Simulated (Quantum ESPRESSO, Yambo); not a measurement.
# A GW chain in Yambo: PtSe2 (1T monolayer), part 3 of 3

Aim: the G0W0 gap of PtSe2 (1T monolayer) on PBE, step by step.

Quantum ESPRESSO 7.5 and Yambo 5.3.0; PBE and many-body steps on it, plane waves. Known limits of the many-body steps: not at the basis limit; no spin polarisation; d states lean on the start; no spin-orbit coupling.

So far. Step 3 (Bands along the symmetry lines): The gap is 1.408 eV, +0.012 eV from the run before at this level. Step 4 (Empty states on the mesh, 6×6×1 mesh, 118 bands): On this mesh the gap is 1.671 eV. The earlier step found 1.396 eV, so this mesh misses an edge.

**6. Screening and self-energy, 6×6×1 mesh, 118 bands, screening to 108.8 eV**

Now the one-shot GW correction: screening in the RPA, then the self-energy of the levels asked for.

This step: G0W0 on PBE, plane waves, norm-conserving pseudopotentials.

The input, gw1.in:

```
HF_and_locXC
gw0
dyson
ppa
em1d
rim_cut
rim_w
RandQpts= 3000000
RandGvec= 100 RL
CUTGeo= "slab z"
RandGvecW= 9 RL
EXXRLvcs= 104 Ry
VXCRLvcs= 416 Ry
Chimod= "HARTREE"
% BndsRnXp
 1 | 118 |
%
NGsBlkXp= 8 Ry
% LongDrXp
 1 | 1 | 0 |
%
% GbndRnge
 1 | 118 |
%
DysSolver= "n"
ExtendOut
PPAPntXp= 27.21138 eV
% QPkrange
 5 | 5 | 32 | 35 |
 2 | 2 | 32 | 35 |
 1 | 1 | 32 | 35 |
%
```

The run is started by

```console
> OMP_NUM_THREADS=2 mpirun -n 4 yambo -F gw1.in -J gw1 -C gw1 > gw1.log
```

Log:

```text
 Yambo, version 5.3.0

 [02] CORE Variables Setup
 =========================

  [... cell, symmetries and grids as in the set-up ...]

  [02.05] Energies & Occupations
  ==============================

  [X] === General ===
  [X] Electronic Temperature                        :  0.000000  0.000000 [eV K]
  [X] Bosonic    Temperature                        :  0.000000  0.000000 [eV K]
  [X] Finite Temperature mode                       : no
  [X] El. density                                   :  0.36106E+24 [cm-3]
  [X] Fermi Level                                   :  0.560800 [eV]

  [X] === Gaps and Widths ===
  [X] Conduction Band Min                           :  1.671470 [eV]
  [X] Valence Band Max                              :  0.000000 [eV]
  [X] Filled Bands                                  :   33
  [X] Empty Bands                                   :   34  118
  [X] Direct Gap                                    :  1.742775 [eV]
  [X] Direct Gap localized at k                     :  2
  [X] Indirect Gap                                  :  1.671470 [eV]
  [X] Indirect Gap between kpts                     :   5   2
  [X] Last valence band width                       :  1.322094 [eV]
  [X] 1st conduction band width                     :  1.289814 [eV]

 [03] Transferred momenta grid and indexing
 ==========================================

 IBZ Q-points                                      :   7
 BZ  Q-points                                      :   36

 K/Q-points units:
 rlu = crystal or reduced units; cc = cartesian coordinates; iku = interal k-units

 Q [1]          [rlu]:  0.000000  0.000000  0.000000
 Q [2]          [rlu]: -0.31909E-17  0.16667       0.0000
 Q [3]          [rlu]: -0.63818E-17  0.33333       0.0000
 Q [4]          [rlu]:  0.95727E-17 -0.50000       0.0000
 Q [5]          [rlu]:  0.166667  0.166667  0.000000
 Q [6]          [rlu]:  0.166667  0.333333  0.000000
 Q [7]          [rlu]:  0.333333  0.333333  0.000000

 [04] Coloumb potential Random Integration (RIM)
 ===============================================

 Performing RIM of v_slab

  [04.01] RIM initialization
  ==========================

  * Diagonal components only detected *

  8 x (sBL volume)        :  0.044685 [a.u.]
  sBZ random points       :  3000000
  Points outside the sBZ  :  24000829
  RL volume               :  0.201085 [a.u.]
  Integrated volume       :  0.201078 [a.u.]

  [04.02] RIM integrals
  =====================

  Gamma point sphere radius             :  0.040053 [a.u.]
  Points outside the sphere             :  2398884
  [Int_sBZ(q=0) 1/q^2]*(Vol_sBZ)^(-1/3) =:  7.507497
                                 should be <:  7.795600

  Summary of Coulomb integrals for non-metallic bands |Q|[au] RIM/Bare

  Q [1] 0.100000E-4 0.963043 * Q [2] 0.170580 1.006765
  Q [5] 0.295453 1.027083 * Q [3] 0.341160 1.025122
  Q [6] 0.451312 1.018067 * Q [4] 0.511740 1.014812
  Q [7] 0.590906 1.011371
  Non-periodic chartesian directions : none
  Optical renormalization            :  28.34589 [au]
  Polarizability dimension           : length

 [05] Coloumb potential CutOffslab
 =================================

 Cut directionsZ
 Slab Cutoff:Z
 Symmetry test passed : yes

 [06] Dipoles
 ============

  [06.01] Setup: observables and procedures
  =========================================

  [WARNING] [x,Vnl] slows the Dipoles computation. To neglect it rename the ns.kb_pp file

 [07] Dynamic Dielectric Matrix (PPA)
 ====================================

 [WR./gw1//ndb.pp]---------------------------------------------------------------
  Brillouin Zone Q/K grids (IBZ/BZ)                :    7   36    7   36
  RL vectors                                       :  25897 [WF]
  Coulomb cutoff potential                         : slab z
  Electronic Temperature                           :  0.000000 [K]
  Bosonic    Temperature                           :  0.000000 [K]
  PPA    diel. fun.  energies                      : Perdew, Burke & Ernzerhof(X)+Perdew, Burke & Ernzerhof(C)
  wavefunctions                                    : Perdew, Burke & Ernzerhof(X)+Perdew, Burke & Ernzerhof(C)
  Global Gauge                                     : length
  X matrix size                                    :   475
  X band range                                     :    1  118
  X e/h energy range                               : -1.000000 -1.000000 [eV]
  X Time ordering                                  : R
  X Hxc Kernel                                     : HARTREE
  X Drude frequency                                :  0.000000  0.000000
  X poles                                          :  100.0000 [o/o]
  RL vectors in the sum                            :  25897
  [r,Vnl] included                                 : yes
  Field direction                                  :  0.707107E-5  0.707107E-5   0.00000
  BZ energy Double Grid                            : no
  BZ energy DbGd points                            : 0
  BZ Q point size factor                           : -1.000000
  X Optical Averaged directions                    : none

 [08] Local Exchange-Correlation + Non-Local Fock
 ================================================

 [VXC] Plane waves :  176333
 [EXS] Plane waves :  22149

 QP @ state[ 1 ] K range:  1  2
 QP @ state[ 1 ] b range:   32   35
 QP @ state[ 2 ] K range:   5   5
 QP @ state[ 2 ] b range:   32   35

 [xc] Functional : Perdew, Burke & Ernzerhof(X)+Perdew, Burke & Ernzerhof(C)
 [xc] LIBXC used to calculate xc functional
  PP Number of Atomic Species                      :  2
  NLCC RL compoments                               :  176333
  PP Number of Atomic Species                      :  2
  NLCC RL compoments                               :  176333

 [xc] E_xc :  -62.08773 [Ha]
      E_xc :  -124.1755 [Ry]

  Local XC kind (lXC) : Perdew, Burke & Ernzerhof(X)+Perdew, Burke & Ernzerhof(C)
  Non-Local XC kind (nlXC) : Hartree-Fock

  Corrections @ K [1] :  [eV]
 <32|nlXC|32> = -16.52050 -0.46444E-17 <32|lXC|32> = -14.96917  0.18882E-15
 <33|nlXC|33> = -16.52052 -0.84857E-17 <33|lXC|33> = -14.96919 -0.94408E-16
 <34|nlXC|34> = -14.18277 -0.45078E-18 <34|lXC|34> = -17.79633  0.18882E-15
 <35|nlXC|35> = -14.18279 -0.34176E-18 <35|lXC|35> = -17.79642  0.16226E-16

  Corrections @ K [2] :  [eV]
 <32|nlXC|32> = -16.42715 -0.23840E-17 <32|lXC|32> = -14.47361  0.18882E-15
 <33|nlXC|33> = -17.76574 -0.80546E-17 <33|lXC|33> = -15.82276  0.000000
 <34|nlXC|34> = -13.42767 -0.21285E-17 <34|lXC|34> = -16.42150  0.000000
 <35|nlXC|35> = -13.69921  0.24773E-17 <35|lXC|35> = -17.32080 -0.56645E-15

  Corrections @ K [5] :  [eV]
 <32|nlXC|32> = -20.67704 -0.92253E-17 <32|lXC|32> = -17.50622  0.37763E-15
 <33|nlXC|33> = -17.51141  0.35314E-17 <33|lXC|33> = -15.41055  0.000000
 <34|nlXC|34> = -12.70565  0.79951E-18 <34|lXC|34> = -15.96921  0.000000
 <35|nlXC|35> = -13.40891  0.48057E-17 <35|lXC|35> = -16.71137 -0.59005E-16

 [09] Dyson equation: Newton solver
 ==================================

  [09.01] RIM-W interpolation
  ===========================

  [WARNING] RIM-W works only for 2D semiconductors with slab cutoff
  Found compatible q grid: 2D
  q_min[ 1 ]:  0.16667      0.13296E-11   0.0000     [rlu]
   0.166667  0.083333  0.000000 [iku]
  q_min[ 2 ]:  0.31909E-17  0.16667       0.0000     [rlu]
   0.10261E-10  0.16667       0.0000     [iku]
  G-vectors :   9
  G-vectors loaded:   63
  Number of interpolated frequencies:  2

  Evaluating coefficients q = 0
  Evaluating coefficients q = 0

  [09.02] RIM-W integrals
  =======================

  8 x (sBL volume)        :  0.044685 [a.u.]
  sBZ random points       :  3000000
  Points outside the sBZ  :  24000829
  RL volume               :  0.201085 [a.u.]
  Integrated volume       :  0.201078 [a.u.]

  [09.03] RIM integrals
  =====================

  Comparison between head Wc = W - v averages: < Wc > [au] RIM-W/RIM

   < -Wc [Q = 1] > 0.380102E-1 0.570748E-4 * < -Wc [Q = 2] > 0.005776 0.005600
   < -Wc [Q = 3] > 0.001059 0.001037 * < -Wc [Q = 4] > 0.355495E-3 0.351776E-3
   < -Wc [Q = 5] > 0.001549 0.001514 * < -Wc [Q = 6] > 0.501094E-3 0.495049E-3
   < -Wc [Q = 7] > 0.230387E-3 0.227735E-3

  Comparison between head Wc = W - v averages: < Wc > [au] RIM-W/RIM

   < -Wc [G = 1,G`=0] > 0.380102E-1 0.570748E-4 * < -Wc [G = 2,G`=0] >-0.002073 0.000000
   < -Wc [G = 3,G`=0] >-0.002073 0.000000 * < -Wc [G = 4,G`=0] > 0.759457E-5  0.00000
   < -Wc [G = 5,G`=0] > 0.763403E-5  0.00000 * < -Wc [G = 6,G`=0] > 0.135458E-3  0.00000
   < -Wc [G = 7,G`=0] > 0.135427E-3  0.00000 * < -Wc [G = 8,G`=0] >-0.248604E-4  0.00000
   < -Wc [G = 9,G`=0] >-0.248614E-4  0.00000

 [10] G0W0 (W PPA)
 =================

 [  GW  ] Bands range     :    1  118
 [GW/PPA] G damping       :  0.100000 [eV]

 QP @ state[ 1 ] K range:  1  2
 QP @ state[ 1 ] b range:   32   35
 QP @ state[ 2 ] K range:   5   5
 QP @ state[ 2 ] b range:   32   35

  Sc/G bands                                       :    1  118
  Sc/G damping                                     :  0.100000 ev
  Sc bands terminator                              : no
  Sx RL components                                 :  22149

  QP @ state[ 1 ] K range                          :  1  2
  QP @ state[ 1 ] b range                          :   32   35
  QP @ state[ 2 ] K range                          :   5   5
  QP @ state[ 2 ] b range                          :   32   35
  GF energies kind                                 : Perdew, Burke & Ernzerhof(X)+Perdew, Burke & Ernzerhof(C)
  GF WF`s kind                                     : Perdew, Burke & Ernzerhof(X)+Perdew, Burke & Ernzerhof(C)
  Xs energies kind                                 : Perdew, Burke & Ernzerhof(X)+Perdew, Burke & Ernzerhof(C)
  Xs WF`s kind                                     : Perdew, Burke & Ernzerhof(X)+Perdew, Burke & Ernzerhof(C)

 [14] Game Over & Game summary
```

Wall time 3.5 min (4 MPI ranks of Arm Neoverse V2, shared host); peak memory 5.6 GiB; 23 min of CPU time.

Numbers from this step:

```yaml
g0w0_gap_on_the_points_computed: 2.766 eV
starting_gap_on_the_mesh: 1.671 eV
k_of_the_valence_top: 0.1667, 0.1667, 0
k_of_the_conduction_bottom: 0, 0.1667, 0
least_direct_g0w0_gap_on_the_computed_points: 2.789 eV
z_at_the_valence_top: 0.7421
z_at_the_conduction_bottom: 0.7466
```

The gap on the mesh goes from 1.67 eV to 2.77 eV, a correction of +1.10 eV. The start differs from the 1.40 eV found before because the two sample other k points.

Limits: finite bands, cutoff and mesh; no spin polarisation; d states lean on the start; no spin-orbit coupling. v1 is the top filled band, c1 the lowest empty one. Levels before and after the correction, in eV, zero at the valence-band top of each column:

```
           conduction bottom  valence top
Kohn-Sham               1.67         0.00
     G0W0               2.77         0.00
```

```
                        level  energy (eV)
Kohn-Sham      (0 0.167 0) v2       -0.122
Kohn-Sham      (0 0.167 0) v1       -0.071
Kohn-Sham      (0 0.167 0) c1        1.671
Kohn-Sham      (0 0.167 0) c2        2.654
Kohn-Sham  (0.167 0.167 0) v2       -0.660
Kohn-Sham  (0.167 0.167 0) v1        0.000
Kohn-Sham  (0.167 0.167 0) c1        1.806
Kohn-Sham  (0.167 0.167 0) c2        1.841
     G0W0      (0 0.167 0) v2       -0.196
     G0W0      (0 0.167 0) v1       -0.022
     G0W0      (0 0.167 0) c1        2.766
     G0W0      (0 0.167 0) c2        3.914
     G0W0  (0.167 0.167 0) v2       -0.531
     G0W0  (0.167 0.167 0) v1        0.000
     G0W0  (0.167 0.167 0) c1        2.901
     G0W0  (0.167 0.167 0) c2        2.984
```

**7. Where the time went**

Times are wall times on the hardware named with each run, good to a factor of about two.

```
                          step     time  share  memory (GiB)
                  ground state     27 s   10 %           1.6
bands along the symmetry lines     14 s    5 %           1.5
      empty states on the mesh     24 s    9 %           1.4
         conversion and set-up    3.5 s    1 %          0.27
     screening and self-energy  3.5 min   75 %           5.6
```

**8. Summary of results**

| Property | Result |
| --- | --- |
| PBE gap | 1.40 eV, indirect |
| G0W0 gap on the mesh | 2.77 eV |
| G0W0 gap over the zone (rigid shift) | 2.49 eV |
| GW settings | 6×6×1 mesh, 118 bands, screening to 108.8 eV, Godby-Needs plasmon pole |
| known limits | not at the basis limit; no spin polarisation; d states lean on the start; no spin-orbit coupling |

G0W0 moves the gap on the mesh from 1.67 eV to 2.77 eV (+1.10 eV), with Z of 0.74 and 0.75 at the edges. The mesh misses the band edges by 0.28 eV in all; a rigid shift gives 2.49 eV for the zone. Only 3 of the mesh's irreducible points were corrected, so a valley elsewhere could overtake. The dearest step here is «screening and self-energy». Against experiment, by G0W0@PBE: the gap of 2.49 eV lies +0.59 eV from the measured 1.9 ± 0.05 eV (electronic, 8.5 K, on bilayer graphene on SiC(0001), 2023); the gap of 2.49 eV lies +0.49 eV from the measured 2 ± 0.1 eV (electronic, 77 K, on HOPG, 2021); the gap of 2.49 eV lies +0.54 eV from the measured 1.95 ± 0.05 eV (electronic, on bilayer graphene on SiC(0001), 2023). The computed sheet is free-standing; a substrate or cover screens it further and lowers both gap and binding, while the exciton line moves little. The calculation has static nuclei and no excitons; a measured gap holds zero-point and thermal motion, which mostly lowers it. With atoms this heavy the missing spin-orbit coupling can matter too. Bands and cutoff are finite, so the gap is not at the basis limit. The miss can reach some tenths of an eV and take either sign; the mesh is an error of its own. In the G0W0 run levels were corrected at 3 k points alone, so a gap called «on the mesh» is the least over those, and an edge elsewhere would be missed. A denser mesh or path gives a starting gap of 1.40 eV: the GW mesh misses a band edge, so its gaps are not the fundamental one. The runs have no spin polarisation. For a closed low-spin shell that is the natural state; where a d or f shell is open it is a constraint, and the gap is then not the crystal's own. With d states at the gap, one-shot GW leans hard on its start.

[Paths, hosts, dates, memory and timing lines, banners, echoed tables and standing remarks are left out of the program output.]

[Logs are printed without paths, hosts, clocks, repeated set-up lines and the standing remarks that a program may print on its own settings, such as how far it seeks lower states.]

[Runs of the session that timed out or met a known fault of the program may be left out.]

[Hosts, paths, dates, database ids (printed as entryN), source tags and the programs' standing remarks are cut or masked in the printed files.]
